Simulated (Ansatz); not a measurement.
Rows from a G0W0 calculation on Ge3H (hydrogen-terminated (111) film, 6 layers) (Ansatz 0.2.0; G0W0 on PBEsol, plane waves, PAW; PAW set soft_1; 6×6×1 mesh, 897 empty bands, screening to 75 eV, PAW set soft_1 files), in eV. Spin-orbit coupling is left out.

| row | k | band | start | Σx | Σc at the solution | Vxc |
| --- | --- | --- | --- | --- | --- | --- |
| A | Γ | v1 | -4.400 | -15.305 | 0.730 | -14.312 |
| B | Γ | c2 | -3.561 | -10.242 | -3.383 | -14.052 |
| C | Γ | c1 | -3.922 | -10.230 | -3.353 | -13.996 |

Q: Work out each quasiparticle level and how far it moved.

The quasiparticle equation reads E = start + Σx + Σc(E) − Vxc.

| row | E (eV) | shift (eV) |
| --- | --- | --- |
| A | -4.662 | −0.262 |
| B | -3.133 | +0.428 |
| C | -3.509 | +0.413 |

Limits: not at the basis limit; coarse mesh for a sheet; no spin-orbit coupling.

[Runs of the session that timed out or met a known fault of the program may be left out.]

[Cells called generated may have been cut or substituted from an entry of the Crystallography Open Database or the Materials Project.]

[Hosts, paths, dates, database ids (printed as entryN), source tags and the programs' standing remarks are cut or masked in the printed files.]
